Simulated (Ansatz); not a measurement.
An input for Ansatz 0.2.0 (AlN (F-43m)):

```yaml
crystal:
  lattice:
    - [0.0, 2.201255831, 2.201255831]
    - [2.201255831, 0.0, 2.201255831]
    - [2.201255831, 2.201255831, 0.0]
  atoms:
    - { symbol: Al, position: [0.0, 0.0, 0.0] }
    - { symbol: "N", position: [0.75, 0.75, 0.75] }
kpoints:
  mp_grid: { grid: [6, 6, 6] }
  band_path:
    path:
      - [0.0, 0.0, 0.0]
      - [-0.5, -0.5, 0.0]
      - [-0.375, -0.375, 0.25]
      - [-0.375, 0.0, 0.375]
      - [0.0, 0.0, 0.5]
      - [-0.5, -0.25, 0.25]
    npoints: 1
hamiltonian:
  xc: hse06
  pseudopotentials: { kind: paw, azcp: { folder: soft_1 } }
scf:
  occupations: { method: fixed }
  n_extra_bands: 4
output:
  eigenvalues: true
  write_density: true
  write_potential: true
  elf: true
  volumetric_format: npy
```

```sh
ansatz run input.yaml --threads 3 --pin off --max-ram 92160MiB --backend cuda --events-out ev --progress --plain --runs-dir out --devices 1 --max-vram 13GiB
```

How long will it take on 1 × NVIDIA H100 80GB HBM3 (shared by 6 runs) with 3 threads of AMD EPYC 7R13 (Zen 3), shared host, and how much memory?

It took 21 s; on shared hardware allow 10 s to 41 s. Peak host memory was 1.1 GiB. The sizes that set the cost: 411 plane waves a state, 16 irreducible k points and 11 SCF cycles.

Exact exchange couples every pair of k points and filled bands, so it costs far more than a semilocal run.

[Paths, hosts, dates, memory and timing lines, banners, echoed tables and standing remarks are left out of the program output.]

[Logs are printed without paths, hosts, clocks, repeated set-up lines and the standing remarks that a program may print on its own settings, such as how far it seeks lower states.]

[Runs of the session that timed out or met a known fault of the program may be left out.]

[Cells called generated may have been cut or substituted from an entry of the Crystallography Open Database or the Materials Project.]

[Hosts, paths, dates, database ids (printed as entryN), source tags and the programs' standing remarks are cut or masked in the printed files.]
